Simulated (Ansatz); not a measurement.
# Quasiparticle gap of Sn2S3 (Ottemannite), part 2 of 2

Wanted: the gap of Sn2S3 (Ottemannite) with a many-body correction, and the time that it takes.

Ansatz 0.2.0; r2SCAN, then G0W0 on it, plane waves, PAW. Known limits of the many-body steps: finite bands, screening cutoff and k mesh; no spin-orbit coupling in G0W0; screening cutoff under 40 eV in some runs.

So far. Step 2 (Bands along the symmetry lines): Over mesh and path the gap is 0.830 eV, from k = (0.100, 0.000, 0.000) to k = (0.000, 0.500, 0.500). The least direct gap found is 0.917 eV, at k = (0.000, 0.000, 0.450). On the 4×6×2 mesh alone the same run gives 0.876 eV, so that mesh misses an edge of r2SCAN: 0.876 − 0.830 = +0.046 eV. Step 3 (The quasiparticle correction): Over 11 of 12 irreducible mesh points the G0W0 gap is 1.422 eV, from k = Γ to k = (0.000, -0.500, -0.500).

In doubt: masses and optical values from hybrid runs of this build are listed as unsure (in some of the runs), which bears on the screening that GW takes from such a start.

## (4) Spin-orbit coupling

This run has two-component orbitals with spin-orbit coupling.

This step: DFT, r2SCAN with spin-orbit coupling, plane waves, PAW.

Contents of input.yaml:

```yaml
crystal:
  lattice:
    - [8.878, 0.0, 0.0]
    - [0.0, 3.751, 0.0]
    - [0.0, 0.0, 14.02]
  atoms:
    - { symbol: Sn, position: [0.16494, 0.25, 0.05195] }
    - { symbol: Sn, position: [0.33506, 0.75, 0.55195] }
    - { symbol: Sn, position: [0.66494, 0.25, 0.44805] }
    - { symbol: Sn, position: [0.83506, 0.75, 0.94805] }
    - { symbol: Sn, position: [0.48509, 0.75, 0.16936] }
    - { symbol: Sn, position: [0.01491, 0.25, 0.66936] }
    - { symbol: Sn, position: [0.98509, 0.75, 0.33064] }
    - { symbol: Sn, position: [0.51491, 0.25, 0.83064] }
    - { symbol: S, position: [0.98047, 0.75, 0.1064] }
    - { symbol: S, position: [0.51953, 0.25, 0.6064] }
    - { symbol: S, position: [0.48047, 0.75, 0.3936] }
    - { symbol: S, position: [0.01953, 0.25, 0.8936] }
    - { symbol: S, position: [0.33879, 0.75, 0.99524] }
    - { symbol: S, position: [0.16121, 0.25, 0.49524] }
    - { symbol: S, position: [0.83879, 0.75, 0.50476] }
    - { symbol: S, position: [0.66121, 0.25, 0.00476] }
    - { symbol: S, position: [0.28631, 0.25, 0.21246] }
    - { symbol: S, position: [0.21369, 0.75, 0.71246] }
    - { symbol: S, position: [0.78631, 0.25, 0.28754] }
    - { symbol: S, position: [0.71369, 0.75, 0.78754] }
kpoints:
  mp_grid: { grid: [4, 6, 2] }
  band_path:
    path:
      - [0.0, 0.0, 0.0]
      - [0.5, 0.0, 0.0]
      - [0.5, 0.5, 0.0]
      - [0.0, 0.5, 0.0]
      - [0.0, 0.0, 0.5]
      - [0.5, 0.0, 0.5]
      - [0.5, 0.5, 0.5]
      - [0.0, 0.5, 0.5]
      - [0.1, 0.0, 0.0]
      - [0.0, 0.0, 0.45]
    npoints: 1
hamiltonian:
  xc: r2scan
scf:
  occupations: { method: fermi_dirac, width: 0.02 }
  n_extra_bands: 20
magnetization:
  noncollinear: true
  spin_orbit: true
output:
  eigenvalues: true
  forces: true
  stress: true
```

Run with:

```console
$ ansatz run input.yaml --threads 24 --pin off --max-ram 82944MiB --backend cuda --events-out ev --progress --plain --runs-dir out --devices 1 --max-vram 78GiB
```

Numbers of over 12 decimals in the logs are rounded to 6 here.

Log:

```text
[...]
GPUs: using 1 of 1 available (devices: 1).
[...]
non-collinear run that drives no moment, with spin-orbit: no starting moment large enough to seed its density (crystal.atoms[].spin), no starting occupations that ask for one, no magnetisation constraint and no magnetic field, so the semilocal B_xc is pinned to zero
[...]
Crystal: 20 atoms, lattice volume = 466.885 Å³
Basis set: ecut = 500 eV, 11863 PW (Γ), exchange–correlation on 288×120×432 points (64 copies of the dense FFT grid, shifted against one another)
Bands: 204, of which v1, the nominal top of the filled ones, is band 184 counted from 1 (183 counted from 0)
Symmetry: 8 space group operations + 8 with time reversal
[...]
k-points: 24 of 48
Projection manifold: j_resolved (fully-relativistic pseudo-atomic orbitals)
[...]
iter 1 solved again at ethr=2.39e-3 eV; its pass at ethr=3.10e-3 eV (dr2=4.39e0 eV) is discarded
SCF iter   1: F=—  HF=-59103.040541 eV  |F-HF|=—  |Δ(HF+E_count)|=         —  Δρ=3.29e-2  dr2=4.37e0  dr2_τ=4.00e-2  dr2_m=0.00e0 (ungated)  ethr=2.39e-3  |M|=0.00e0 ∫|m|=0.00e0 μB  |m|>n=0.0e0 m-floor=0.0e0 τ_xc=0.0e0  β_m=0.30  ⟨swp⟩=1.5  Hψ=14767  notcnv=0
[...]
spin=Noncollinear: Resta preconditioning applied to the charge; magnetization (m_x, m_y, m_z) channels mix plain (no charge-response kernel on spin).
SCF iter   2: F=—  HF=-59103.222078 eV  |F-HF|=—  |Δ(HF+E_count)|=   1.82e-1  Δρ=2.43e-2  dr2=2.21e0  dr2_τ=4.08e-3  dr2_m=0.00e0 (ungated)  ethr=2.37e-3  |M|=0.00e0 ∫|m|=0.00e0 μB  |m|>n=0.0e0 m-floor=0.0e0 τ_xc=0.0e0  β_m=0.65  ⟨swp⟩=2.0  Hψ=2688  notcnv=0
[...]
SCF iter   4: F=—  HF=-59103.283345 eV  |F-HF|=—  |Δ(HF+E_count)|=   1.69e-2  Δρ=8.62e-4  dr2=4.47e-3  dr2_τ=6.42e-5  dr2_m=0.00e0 (ungated)  ethr=1.99e-5  |M|=0.00e0 ∫|m|=0.00e0 μB  |m|>n=0.0e0 m-floor=0.0e0 τ_xc=0.0e0  β_m=0.79  ⟨swp⟩=2.8  Hψ=4018  notcnv=0  defer=44
[...]
SCF 1 converged in 9 iterations: F = -59103.283399 eV  dr2 = 1.17e-8
[...]
SCF converged after 9 iterations
[...]
```

It took 6.8 s on 1 × NVIDIA GB200 (shared by 2 runs) with 24 threads of Arm Neoverse V2, shared host; peak memory 2.5 GiB; 59 s of CPU time.

Numbers from this step:

* pressure: 1.435 GPa
* gap: 0.8307 eV
* valence top at: k = (0.100, 0.000, 0.000)
* conduction bottom at: T
* least direct gap: 0.9148 eV

Over mesh and listed points the gap is 0.831 eV, from k = (0.100, 0.000, 0.000) to k = (0.000, 0.500, 0.500). The least direct gap found is 0.915 eV, at k = (0.000, 0.000, 0.450). On the 4×6×2 mesh alone the same run gives 0.876 eV, so that mesh misses an edge of r2SCAN+SOC: 0.876 − 0.831 = +0.045 eV. r2SCAN+SOC against r2SCAN: 0.831 − 0.830 = +0.001 eV, with the same mesh, set of files (read in its fully relativistic form for the spin-orbit run) and cutoff, and both edges at the same k points. The spin-orbit run sees mesh and listed points alone, so its gap is an upper bound: the coupling can move an edge off these points, and the change over the zone, its sign included where it is small, is not known.

## (5) The runs together

Each gap is the least one over the points named; times are wall times on shared hosts, not benchmarks. A G0W0 time includes the run's own self-consistent start. Runs with listed points see these and the mesh alone, so an edge that moves elsewhere is missed. Rows marked * are further runs, not shown as steps, whose inputs differ from the G0W0 step on the same start in the columns given; solver thresholds can differ too. Symmetry makes (0.000, 0.500, 0.500) and (0.000, -0.500, -0.500) one point.

```tsv
level	mesh	files, cutoff	bands summed, screening	points	gap (eV)	valence top	conduction bottom	least direct gap (eV)	time
r2SCAN	4×6×2	soft_2 PAW, 500 eV	-	mesh and path	0.830	(0.100, 0.000, 0.000)	(0.000, 0.500, 0.500)	0.917	5.2 s
r2SCAN+SOC	4×6×2	soft_2 PAW, 500 eV	-	mesh and listed points	0.831	(0.100, 0.000, 0.000)	(0.000, 0.500, 0.500)	0.915	6.8 s
G0W0@r2SCAN*	2×4×2	soft_2 PAW, 500 eV	240, 27 eV	11 of 12 irreducible mesh points	1.370	Γ	(0.000, 0.000, -0.500)	1.402	11 s
G0W0@r2SCAN*	2×4×2	soft_2 PAW, 500 eV	512, 54 eV	11 of 12 irreducible mesh points	1.392	Γ	(0.000, 0.000, -0.500)	1.415	18 s
G0W0@r2SCAN	2×4×2	soft_2 PAW, 500 eV	997, 90 eV	11 of 12 irreducible mesh points	1.422	Γ	(0.000, -0.500, -0.500)	1.438	37 s
G0W0@r2SCAN*	2×4×1	soft_2 PAW, 500 eV	512, 54 eV	all 6 irreducible mesh points	1.561	Γ	(-0.500, 0.000, 0.000)	1.636	7 s
G0W0@r2SCAN*	2×4×2	soft_2 PAW, 500 eV	512, 54 eV, plasmon pole	11 of 12 irreducible mesh points	1.392	Γ	(0.000, 0.000, -0.500)	1.421	20 s
```

## (6) Results

```
r2SCAN gap over mesh and path                         : 0.830 eV, from k = (0.100, 0.000, 0.000) to k = (0.000, 0.500, 0.500)
G0W0@r2SCAN gap over 11 of 12 irreducible mesh points : 1.422 eV, from k = Γ to k = (0.000, -0.500, -0.500)
r2SCAN+SOC gap over mesh and listed points            : 0.831 eV
GW settings                                           : 2×4×2 mesh, 905 empty bands, screening to 90 eV
known limits                                          : finite bands, screening cutoff and k mesh; no spin-orbit coupling in G0W0; screening cutoff under 40 eV in some runs
```

In words: Over 11 of 12 irreducible mesh points the G0W0 gap is 1.422 eV, from k = Γ to k = (0.000, -0.500, -0.500). The r2SCAN gap of this run on the mesh is 0.882 eV. The two states that bound the G0W0 gap lie that far apart at the start, so the correction of the gap is 1.422 − 0.882 = +0.540 eV. The valence state moves by 7.330 − 7.534 = −0.204 eV and the conduction state by 8.752 − 8.416 = +0.336 eV, on the run's own scale; how far single levels stand from their limit in bands is not shown. Over mesh and path, r2SCAN puts the valence top at k = (0.100, 0.000, 0.000), where no G0W0 correction was computed. The G0W0 gap over the whole zone is therefore not known from this run; at its settings it can only be equal to or under the 1.422 eV found, and no correction is carried over from another point. For the start itself the gap is 0.830 eV over mesh and path and 0.882 eV on the mesh of the G0W0 run, in runs that differ in mesh (4×6×2 and 2×4×2). From 240 bands and 27 eV to 997 bands and 90 eV the gap moves by 1.422 − 1.370 = +0.052 eV (rung by rung 1.370, 1.392, 1.422 eV); bands and screening cutoff rise together, so their parts are not told apart. The states that bound the gap change along the series, so no limit is drawn and it is not known. With the 2×4×1 mesh in place of the 2×4×2 mesh and all else as in the G0W0@r2SCAN row with 512 bands, the gap differs by 1.561 − 1.392 = +0.169 eV, and that of the start by 1.024 − 0.882 = +0.142 eV; an edge lies at another k point, so this need not be the shift of one pair of states. With the plasmon pole model in place of the contour deformation model and all else as in the G0W0@r2SCAN row with 512 bands, the gap differs by 1.392 − 1.392 = +0.000 eV. G0W0 on other starts in this series, not shown as steps and not all at these settings: 1.547 eV on HSE06 (2×4×2, soft_2 PAW, 512 bands, 54 eV) and 1.707 eV on PBE0 (2×4×2, soft_2 PAW, 512 bands, 54 eV). r2SCAN+SOC against r2SCAN: 0.831 − 0.830 = +0.001 eV, with the same mesh, set of files (read in its fully relativistic form for the spin-orbit run) and cutoff, and both edges at the same k points. The spin-orbit run sees mesh and listed points alone, so its gap is an upper bound: the coupling can move an edge off these points, and the change over the zone, its sign included where it is small, is not known. What spin-orbit coupling does to the G0W0 levels was not computed, so no sum with the G0W0 gap is formed. The G0W0 runs are scalar-relativistic. G0W0@r2SCAN runs of this series with other atomic data on the same mesh, not shown as steps, give 1.394 eV (hard PAW, 640 eV, 544 bands, screening to 54 eV; the table's row with the same empty bands and screening cutoff has 1.392 eV); where bands and cutoffs differ too, the part of the files is not isolated. A screening cutoff under 40 eV is crude: G0W0@r2SCAN with 240 bands at 27 eV.

[Paths, hosts, dates, memory and timing lines, banners, echoed tables and standing remarks are left out of the program output.]

[Logs are printed without paths, hosts, clocks, repeated set-up lines and the standing remarks that a program may print on its own settings, such as how far it seeks lower states.]

[Runs of the session that timed out or met a known fault of the program may be left out.]

[Cells called generated may have been cut or substituted from an entry of the Crystallography Open Database or the Materials Project.]

[Hosts, paths, dates, database ids (printed as entryN), source tags and the programs' standing remarks are cut or masked in the printed files.]

[Where an RPA ε∞ is given, it is that of the G0W0 mesh and is not shown converged in it. Names of k-points follow the symmetry that the program found, which can be lower than the space group named. Band edges on a path are those of the sampled points; other points can move an edge, and change direct to indirect where valleys lie close.]

[Hybrid gaps are those of their k-mesh and are not shown converged in it.]
